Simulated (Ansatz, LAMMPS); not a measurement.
# Charge trapping in glassy 58ZnO-42GeO2 (mol %) (104 atoms), part 3 of 4

Aim: add and remove one electron in glassy 58ZnO-42GeO2 (mol %) (104 atoms), with atoms held and relaxed, and read trapping energy and localisation.

Ansatz 0.2.0; Kohn-Sham DFT, LDA, PAW (set soft_2), plane waves.

The cell: 25 Zn, 18 Ge and 61 O. The quench rate of 200 K/ps far exceeds what a furnace or splat quench reaches. The network of bonds at the start is that of the classical potential that made the cell. Sampling is at Γ alone, for a cell whose shortest periodic width is 11 Å.

So far. Step 6 (An extra electron, atoms relaxed): The relaxation converged after 3 steps, 0.0122 eV below its start, with a largest force component of 0.019 eV/Å. Step 6 (An extra electron, atoms relaxed): An extra electron, atoms relaxed: the energy stands 6.09 eV above that of the reference. An odd electron should give 1 μB; this run ended with the carrier shared between both spins.

### 7. An extra electron, levels at the relaxed geometry

A single point at the new geometry gives levels and spin density.

input.yaml

```yaml
crystal:
  lattice:
    - [11.28964, 0.0, 0.0]
    - [0.0, 11.28964, 0.0]
    - [0.0, 0.0, 11.28964]
  atoms:
    - { symbol: Zn, position: [0.28909, 0.81009, 0.13082] }
    - { symbol: Zn, position: [0.86373, 0.56114, 0.0436] }
    - { symbol: Zn, position: [0.26976, 0.41527, 0.67656] }
    - { symbol: Zn, position: [0.29643, 0.94483, 0.87627] }
    - { symbol: Zn, position: [0.96368, 0.48956, 0.75189] }
    - { symbol: Zn, position: [0.39391, 0.2539, 0.50162] }
    [... 92 atom lines left out ...]
    - { symbol: O, position: [0.88205, 0.84621, 0.05435] }
    - { symbol: O, position: [0.85404, 0.38601, 0.66085] }
    - { symbol: O, position: [0.28779, 0.10689, 0.91206] }
    - { symbol: O, position: [0.42914, 0.37187, 0.61353] }
    - { symbol: O, position: [0.21351, 0.24486, 0.66888] }
    - { symbol: O, position: [0.23131, 0.57336, 0.00644] }
total_charge: -1
kpoints:
  mp_grid: { grid: [1, 1, 1] }
hamiltonian:
  xc: lda
scf:
  occupations: { method: fermi_dirac, width: 0.01 }
  lower_state_search: "off"
output:
  forces: true
  stress: true
  populations: true
  dos:
    method: { smearing: { sigma: 0.1 } }
    de: 0.1
    projected: { site_lists: { Ge: [Ge], O: [O], Zn: [Zn] } }
  eigenvalues: true
  write_density: true
  write_potential: true
  volumetric_format: npy
magnetization:
  spin_polarized: true
  initial_magnetization: 1
```

The run is started by

```
> ansatz run input.yaml --threads 4 --pin off --max-ram 8192MiB --backend cpu --events-out ev --progress --plain --runs-dir out
```

The program printed:

```text
[...]
Crystal: 104 atoms, lattice volume = 1438.932 Å³
Basis set: ecut = 420 eV, 28113 PW (Γ)
Bands: 564, of which v1, the nominal top of the filled ones, is band 460 counted from 1 (459 counted from 0)
Symmetry: 1 space group operations
[...]
k-points: 1
[...]
Starting moments: Σ|m| = 1 μB on 104 of 104 sites
[...]
SCF iter   1: F=—  HF=-190929.714080 eV  |F-HF|=—  |Δ(HF+E_count)|=         —  Δρ=4.48e-2 (↑4.34e-2 ↓4.48e-2)  dr2=8.80e1  dr2_m=1.60e-2  M=1.000 μB ∫|m|=1.015 μB  β_m=1.00  ethr=3.10e-3  ⟨swp⟩=6.0  Hψ=4288  notcnv=0  defer=60
[...]
SCF iter  19: F=-190898.955000 eV  HF=-190898.955000 eV  |F-HF|=1.69e-9  |Δ(HF+E_count)|=   4.48e-9  Δρ=2.84e-7 (↑2.84e-7 ↓2.13e-7)  dr2=2.49e-9  dr2_m=1.90e-10  M=0.000 μB ∫|m|=0.000 μB  ethr=1.00e-12  ⟨swp⟩=5.0  Hψ=5414  notcnv=0
[...]
SCF 1 converged in 19 iterations: F = -190898.955000 eV  dr2 = 2.49e-9
[...]
SCF converged after 19 iterations
Magnetization: 0.0003 μB (459.5001 up, 459.4999 down)
Absolute magnetization: 0.0003 μB (∫|ρ↑−ρ↓|, with the PAW one-centre terms)
[...]
Per-site moments (μB) at R_I (Å): [(1.028190e-6, 0.761272), (4.742232e-7, 0.792344), (4.371239e-7, 0.822005), (8.722167e-7, 0.723066), (6.386901e-7, 0.796321), [...]
Free energy (F): -190898.955000 eV
[...]
Internal energy: -190898.941137 eV  (E = F + TS)
E sigma→0 (E₀):  -190898.948069 eV
Entropy (-TS):   -0.013863 eV (-0.133 meV/atom)
Fermi energy:    6.094218 eV
[...]
--- Forces (eV/Å), atoms counted from 1 ---
  atom   1  Zn     0.00614108     0.01703862     0.01520849
  atom   2  Zn    -0.00663114    -0.00177689     0.00599703
  atom   3  Zn     0.00375774     0.00267422    -0.00084873
  atom   4  Zn     0.00726351    -0.01775481     0.00469991
  atom   5  Zn    -0.00168102    -0.00277674    -0.00165849
  atom   6  Zn    -0.00122685     0.00890773     0.00282380
  atom   7  Zn    -0.00224536    -0.00629813     0.00249598
  atom   8  Zn    -0.00541945    -0.01279314     0.01250317
  atom   9  Zn    -0.00751733     0.00811717     0.00501267
  atom  10  Zn    -0.00298721     0.00231806    -0.00242089
  atom  11  Zn    -0.00200680    -0.00341850    -0.00799631
  atom  12  Zn     0.00492146     0.00634623     0.00680766
  atom  13  Zn    -0.01660347     0.00415600    -0.00162753
  atom  14  Zn     0.00426393    -0.00070430     0.00716921
[...]
atom 103  O     -0.00139644    -0.00395085    -0.00083933
  atom 104  O      0.00660441    -0.01240219     0.00541920
  max |Σ_I F_I| component: 8.79e-5 eV/Å
--- Stress (GPa, compression-positive) ---
       -4.568324      -0.857612      -0.630447
       -0.857612      -2.723284      -0.915034
       -0.630447      -0.915034      -2.179645
  P = ⅓ Tr σ = -3.1571 GPa (-31.571 kbar)
--- Band table (eV) ---
[...]
--- Löwdin populations: 104 sites ---
  site symbol       q [e]    m [muB]
     0     Zn     10.5605     0.0000
     1     Zn     10.5285     0.0000
     2     Zn     10.5379     0.0000
[...]
103      O      6.7294     0.0000
  spilling = 0.007225 (of n_electrons = 919.000000)
```

The job ended after 72 s (4 threads of Intel Xeon Platinum 8375C at 2.90GHz (Ice Lake), shared host; peak memory 3.9 GiB).

An extra electron, levels at the relaxed geometry: the energy stands 6.09 eV above that of the reference. An odd electron should give 1 μB; this run ended with the carrier shared between both spins.

The levels nearest the highest filled one (over half full), pooled over k-points and spins:

| level less the highest filled one (eV) | occupation |
| --- | --- |
| -1.04 | 1 |
| -1.04 | 1 |
| 0 | 0.5 |
| 0 | 0.5 |
| 1.74 | 0 |
| 1.74 | 0 |
| 1.88 | 0 |
| 1.88 | 0 |

### 8. Neutral at the geometry of the electron

The neutral cell at the new geometry gives the energy of that geometry without the charge.

input.yaml

```yaml
crystal:
  lattice:
    - [11.28964, 0.0, 0.0]
    - [0.0, 11.28964, 0.0]
    - [0.0, 0.0, 11.28964]
  atoms:
    [... the 104 atom lines of step 7 ...]
kpoints:
  mp_grid: { grid: [1, 1, 1] }
hamiltonian:
  xc: lda
scf:
  occupations: { method: fixed }
output:
  forces: true
  stress: true
  populations: true
  dos:
    method: { smearing: { sigma: 0.1 } }
    de: 0.1
    projected: { site_lists: { Ge: [Ge], O: [O], Zn: [Zn] } }
  eigenvalues: true
```

The program printed:

```text
[...]
Crystal: 104 atoms, lattice volume = 1438.932 Å³
Basis set: ecut = 420 eV, 28113 PW (Γ)
Bands: 563, of which v1, the nominal top of the filled ones, is band 459 counted from 1 (458 counted from 0)
Symmetry: 1 space group operations
[...]
k-points: 1
[...]
SCF iter   1: F=—  HF=-190905.983745 eV  |F-HF|=—  |Δ(HF+E_count)|=         —  Δρ=1.61e-2  dr2=3.31e0  ethr=1.77e-3  ⟨swp⟩=5.0  Hψ=1920  notcnv=0  defer=101
[...]
SCF iter  11: F=-190905.035999 eV  HF=-190905.035999 eV  |F-HF|=6.62e-8  |Δ(HF+E_count)|=   1.58e-7  Δρ=1.66e-6  dr2=6.90e-8  ethr=1.09e-11  ⟨swp⟩=10.0  Hψ=2874  notcnv=0
SCF 1 converged in 11 iterations: F = -190905.035999 eV  dr2 = 6.90e-8
[...]
SCF converged after 11 iterations
Free energy (F): -190905.035999 eV
[...]
Internal energy: -190905.035999 eV  (E = F + TS)
E sigma→0 (E₀):  -190905.035999 eV
Fermi energy:    5.061467 eV
[...]
--- Forces (eV/Å), atoms counted from 1 ---
  atom   1  Zn    -0.02986165     0.00283417    -0.02992175
  atom   2  Zn    -0.00554187    -0.02299455     0.01742028
  atom   3  Zn     0.00297514     0.02009675    -0.00500930
  atom   4  Zn     0.03788005    -0.01698989    -0.06014510
  atom   5  Zn     0.01196130     0.03347573    -0.00910968
  atom   6  Zn     0.01537793     0.03329847    -0.00348765
  atom   7  Zn     0.02277255    -0.02784883     0.00826665
  atom   8  Zn    -0.00311882     0.01425115    -0.00765789
  atom   9  Zn    -0.00796119     0.02862396    -0.01650123
  atom  10  Zn    -0.01293939     0.00380926    -0.01621451
  atom  11  Zn    -0.00658406    -0.00743874     0.00015723
  atom  12  Zn    -0.01810713     0.00842093    -0.00592451
  atom  13  Zn     0.00518689     0.00958986    -0.00612473
  atom  14  Zn    -0.01646933    -0.04258781     0.00905425
[...]
atom 103  O     -0.05039625    -0.01595195     0.01771214
  atom 104  O      0.05461315    -0.03631936     0.05003651
  max |Σ_I F_I| component: 6.88e-5 eV/Å
--- Stress (GPa, compression-positive) ---
       -5.108964      -0.866671      -0.623103
       -0.866671      -3.186018      -0.971232
       -0.623103      -0.971232      -2.595256
  P = ⅓ Tr σ = -3.6301 GPa (-36.301 kbar)
--- Band table (eV) ---
[...]
--- Löwdin populations: 104 sites ---
  site symbol       q [e]
     0     Zn     10.5290
     1     Zn     10.5111
     2     Zn     10.5274
[...]
103      O      6.7245
  spilling = 0.007188 (of n_electrons = 918.000000)
```

Elapsed: 23 s, on 4 threads; peak memory 2.3 GiB.

Neutral at the geometry of the electron: the energy stands 0.00909 eV above that of the reference.

### 9. An extra hole, atoms held

The electron count changes by one with the atoms held: a vertical process, on a uniform background, with spin and a narrow Fermi–Dirac smearing. Its energy against the neutral cell hangs on the program's zero of potential.

Edit input.yaml of step 8 so:

```diff
@@ -6,3 +6,4 @@
   atoms:
-    [... the 104 atom lines of step 7 ...]
+    [... the 104 atom lines of step 4 ...]
+total_charge: 1
 kpoints:
@@ -12,3 +13,4 @@
 scf:
-  occupations: { method: fixed }
+  occupations: { method: fermi_dirac, width: 0.01 }
+  lower_state_search: "off"
 output:
@@ -22 +24,7 @@
   eigenvalues: true
+  write_density: true
+  write_potential: true
+  volumetric_format: npy
+magnetization:
+  spin_polarized: true
+  initial_magnetization: 1
```

The program printed:

```text
[...]
Crystal: 104 atoms, lattice volume = 1438.932 Å³
Basis set: ecut = 420 eV, 28113 PW (Γ)
Bands: 563, of which v1, the nominal top of the filled ones, is band 459 counted from 1 (458 counted from 0)
Symmetry: 1 space group operations
[...]
k-points: 1
[...]
Starting moments: Σ|m| = 1 μB on 104 of 104 sites
[...]
SCF iter   1: F=—  HF=-190945.810715 eV  |F-HF|=—  |Δ(HF+E_count)|=         —  Δρ=5.00e-2 (↑4.69e-2 ↓5.00e-2)  dr2=1.07e2  dr2_m=6.87e-1  M=1.000 μB ∫|m|=1.082 μB  β_m=1.00  ethr=3.10e-3  ⟨swp⟩=6.0  Hψ=4254  notcnv=0  defer=110
[...]
SCF iter   2: F=—  HF=-190922.323378 eV  |F-HF|=—  |Δ(HF+E_count)|=         —  Δρ=2.97e-2 (↑2.74e-2 ↓2.97e-2)  dr2=3.96e1  dr2_m=5.60e-1  M=0.134 μB ∫|m|=0.315 μB  β_m=0.30  ethr=3.10e-3  ⟨swp⟩=2.0  Hψ=1919  notcnv=0  defer=195
[...]
spin=Collinear: Kerker preconditioning applied to the charge; magnetization (m = ρ↑ − ρ↓) channel mixes plain (no charge-response kernel on spin).
SCF iter   3: F=—  HF=-190917.393227 eV  |F-HF|=—  |Δ(HF+E_count)|=    4.93e0  Δρ=2.04e-2 (↑1.91e-2 ↓2.04e-2)  dr2=2.14e1  dr2_m=2.83e-1  M=0.164 μB ∫|m|=0.309 μB  β_m=0.30  ethr=3.10e-3  ⟨swp⟩=1.5  Hψ=1297  notcnv=0  defer=194
SCF iter   4: F=—  HF=-190912.845171 eV  |F-HF|=—  |Δ(HF+E_count)|=    4.55e0  Δρ=1.15e-2 (↑1.05e-2 ↓1.15e-2)  dr2=1.36e1  dr2_m=1.26e-1  M=0.494 μB ∫|m|=0.577 μB  β_m=0.30  ethr=2.33e-3  ⟨swp⟩=2.0  Hψ=949  notcnv=0  defer=194
[...]
SCF iter  12: F=—  HF=-190909.760478 eV  |F-HF|=—  |Δ(HF+E_count)|=   6.21e-2  Δρ=1.18e-3 (↑1.15e-3 ↓1.18e-3)  dr2=1.11e-1  dr2_m=8.56e-3  M=0.996 μB ∫|m|=1.083 μB  β_m=0.30  ethr=2.80e-5  ⟨swp⟩=2.0  Hψ=1310  notcnv=0  defer=194
[...]
SCF iter  15: F=—  HF=-190909.787212 eV  |F-HF|=—  |Δ(HF+E_count)|=   1.28e-2  Δρ=1.59e-3 (↑3.16e-4 ↓1.59e-3)  dr2=8.95e-2  dr2_m=7.28e-3  M=1.000 μB ∫|m|=1.120 μB  β_m=0.36  ethr=1.05e-5  ⟨swp⟩=4.0  Hψ=1571  notcnv=0  defer=194
[...]
SCF iter  28: F=-190909.776061 eV  HF=-190909.776061 eV  |F-HF|=1.18e-8  |Δ(HF+E_count)|=  9.90e-10  Δρ=7.43e-7 (↑2.01e-7 ↓7.43e-7)  dr2=1.57e-8  dr2_m=1.40e-9  M=1.000 μB ∫|m|=1.123 μB  β_m=0.59  ethr=1.01e-11  ⟨swp⟩=6.0  Hψ=5893  notcnv=0
SCF iter  29: F=-190909.776061 eV  HF=-190909.776061 eV  |F-HF|=2.27e-9  |Δ(HF+E_count)|=  4.07e-10  Δρ=3.45e-7 (↑1.03e-7 ↓3.45e-7)  dr2=2.94e-9  dr2_m=3.14e-10  M=1.000 μB ∫|m|=1.123 μB  ethr=1.71e-12  ⟨swp⟩=5.0  Hψ=5393  notcnv=0
SCF 1 converged in 29 iterations: F = -190909.776061 eV  dr2 = 2.94e-9
[...]
SCF converged after 29 iterations
Magnetization: 0.9997 μB (458.9999 up, 458.0001 down)
Absolute magnetization: 1.1251 μB (∫|ρ↑−ρ↓|, with the PAW one-centre terms)
[...]
Per-site moments (μB) at R_I (Å): [(5.219565e-5, 0.759126), (0.00293229, 0.792169), (0.072379, 0.821629), (0.00560968, 0.721672), (0.00224003, 0.795380), [...]
Free energy (F): -190909.776061 eV
[...]
Internal energy: -190909.774560 eV  (E = F + TS)
E sigma→0 (E₀):  -190909.775311 eV
Entropy (-TS):   -0.001502 eV (-0.014 meV/atom)
Fermi energy:    4.462155 eV
[...]
Σ components = -190909.776061   (vs F -190909.776061, Δ=0.00e0)
--- Forces (eV/Å), atoms counted from 1 ---
  atom   1  Zn    -0.03161521    -0.01361099     0.05204930
  atom   2  Zn    -0.05717017    -0.01107418     0.08842360
  atom   3  Zn    -0.20572343    -0.19296568     0.17258621
  atom   4  Zn     0.09884328     0.23885194     0.41683121
[...]
atom 104  O     -0.03735908    -0.01738968    -0.12162093
  max |Σ_I F_I| component: 6.66e-5 eV/Å
--- Stress (GPa, compression-positive) ---
       -4.997737      -0.851606      -0.633470
       -0.851606      -2.867440      -0.892822
       -0.633470      -0.892822      -2.289539
  P = ⅓ Tr σ = -3.3849 GPa (-33.849 kbar)
--- Band table (eV) ---
[...]
--- Löwdin populations: 104 sites ---
  site symbol       q [e]    m [muB]
     0     Zn     10.5248    -0.0000
     1     Zn     10.5051     0.0025
     2     Zn     10.4752     0.0572
[...]
103      O      6.7255    -0.0002
  spilling = 0.007102 (of n_electrons = 917.000000)
```

The job ended after 76 s (4 threads; peak memory 3.9 GiB).

An extra hole, atoms held: the energy stands 4.73 eV below that of the reference, with a moment of 1.00 μB.

The levels nearest the highest filled one (over half full), pooled over k-points and spins:

| level less the highest filled one (eV) | occupation |
| --- | --- |
| -0.0963 | 1 |
| -0.0867 | 1 |
| -0.0474 | 1 |
| 0 | 0.986 |
| 0.0848 | 0.014 |
| 1.69 | 0 |
| 1.70 | 0 |
| 3.45 | 0 |

Spin density in the ac plane at fractional y = 0.463, with atoms of Zn and Ge and O within 0.2 Å of it.

Values in units of 1e-2 e/Å³, 13 rows by 16 columns, each cell a mean:
```
 0.0  0.0  0.0  0.0  0.0  0.0  0.0  0.0  0.0  0.0  0.0  0.0  0.0  0.0  0.0  0.0
 0.0  0.2  0.1  0.0  0.0  0.0  0.0  0.0  0.0  0.0  0.0  0.0  0.0  0.0  0.0  0.0
 0.0  1.0  1.3  0.3  0.0  0.1  0.1  0.0  0.0 -0.1  0.0  0.0  0.0  0.0  0.0  0.1
 0.0  0.0  0.3  0.3  0.9  0.3  0.3 -0.1  0.0  0.0  0.0  0.0  0.0  0.0  0.0  0.2
 0.0  0.0  0.0  0.1  1.0 -0.1  0.0 -0.2 -0.1  0.0  0.1  0.0  0.0  0.0  0.0  0.0
 0.0  0.0  0.1  0.0  0.0  0.0  0.0 -0.1 -0.1  1.7  2.7  0.1  0.0  0.0  0.0  0.0
 0.0  0.0  0.0  0.0  0.0  0.0  0.0  0.0  0.0  0.2  0.2  0.0  0.0  0.0  0.0  0.0
 0.0  0.0  0.0  0.0  0.0  0.0  0.0  0.0  0.0  0.0  0.0  0.0  0.0  0.0  0.0  0.0
 0.0  0.0  0.0  0.0  0.0  0.0  0.0  0.1  0.0  0.0  0.0  0.0  0.0  0.0  0.0  0.0
 0.0  0.0  0.0  0.0  0.0  0.0  0.0  0.0  0.0  0.1  0.0  0.0  0.0  0.0  0.1  0.1
 0.0  0.0  0.0  0.0  0.0  0.0  0.0  0.0  0.0  0.0  0.0  0.0  0.0  0.0  0.0  0.0
 0.0  0.0  0.0  0.0  0.0  0.0  0.0  0.0  0.0  0.0  0.0  0.0  0.0  0.0  0.0  0.0
 0.0  0.0  0.0  0.0  0.0  0.0  0.0  0.0  0.0  0.0  0.0  0.0  0.0  0.0  0.0  0.0
```
Columns run along a (11.3 Å), rows up along c (11.3 Å). Atoms in or near the plane, at fractional coordinates: Zn at (0.93, 0.27), Zn at (0.44, 0.34), Ge at (0.12, 0.95), O at (0.18, 0.53), O at (0.64, 0.57), O at (0.59, 0.79), O at (0.61, 0.29).

### 10. An extra hole, atoms relaxed

The atoms now respond to the charge; the energy gained comes from screening by the atoms, from trapping if the charge localises, and from any strain left in the reference.

Input and log are left out; they have the form of those shown for this kind of step.

Elapsed: 3.6 min, on 4 threads of Intel Xeon Platinum 8375C at 2.90GHz (Ice Lake), shared host; peak memory 3.9 GiB.

The relaxation converged after 7 steps, 0.182 eV below its start, with a largest force component of 0.048 eV/Å.

An extra hole, atoms relaxed: the energy stands 4.91 eV below that of the reference, with a moment of 1.00 μB.

### 11. An extra hole, levels at the relaxed geometry

A single point at the new geometry gives levels and spin density.

Input and log are left out; they have the form of those shown for this kind of step.

Wall time 68 s (4 threads of Intel Xeon Platinum 8375C at 2.90GHz (Ice Lake), shared host); peak memory 3.9 GiB; 4.4 min of CPU time.

An extra hole, levels at the relaxed geometry: the energy stands 4.91 eV below that of the reference, with a moment of 1.00 μB.

The surroundings of O102, which holds the most spin, nearest first, numbered as they follow in the input and with coordinates relative to it.

| atom | x | y | z | distance (Å) | Löwdin charge (e) | moment (μB) |
| --- | --- | --- | --- | --- | --- | --- |
| O102 | 0.00 | 0.00 | 0.00 | 0.00 | -0.91 | 0.18 |
| Ge28 | 0.92 | 1.59 | 0.43 | 1.89 | 1.36 | 0.00 |
| Zn6 | -0.39 | -1.35 | -1.29 | 1.91 | 1.49 | 0.01 |
| Zn3 | -1.77 | 0.46 | 0.72 | 1.96 | 1.56 | 0.10 |
| O71 | -0.69 | 2.05 | 1.08 | 2.41 | -0.89 | 0.14 |
| O53 | 2.38 | 1.19 | -0.49 | 2.70 | -0.93 | 0.03 |
| O103 | -2.38 | -1.40 | 0.62 | 2.83 | -1.16 | 0.07 |
| O57 | 1.76 | 1.02 | 2.02 | 2.86 | -0.80 | 0.00 |
| O90 | 0.88 | -0.79 | -2.61 | 2.87 | -0.96 | 0.01 |
| Zn9 | 2.96 | -0.16 | 0.99 | 3.13 | 1.47 | 0.00 |
| O50 | -2.82 | 1.05 | -0.93 | 3.15 | -0.98 | 0.00 |
| O86 | -0.58 | 2.31 | -2.09 | 3.17 | -0.97 | 0.00 |

The distance from O102 to O71 changes most, from 2.47 Å in the neutral cell to 2.41 Å.

The levels nearest the highest filled one (over half full), pooled over k-points and spins:

| level less the highest filled one (eV) | occupation |
| --- | --- |
| -0.221 | 1 |
| -0.124 | 1 |
| -0.0158 | 1 |
| 0 | 1 |
| 0.172 | 0 |
| 1.50 | 0 |
| 1.51 | 0 |
| 3.25 | 0 |

(Continued in part 4 of 4.)

[Long decimals in the printed logs are rounded to 6 places.]

[Logs are printed without paths, hosts, clocks, repeated set-up lines and the standing remarks that a program may print on its own settings, such as how far it seeks lower states.]

[Hosts, paths, dates, database ids (printed as entryN), source tags and the programs' standing remarks are cut or masked in the printed files.]
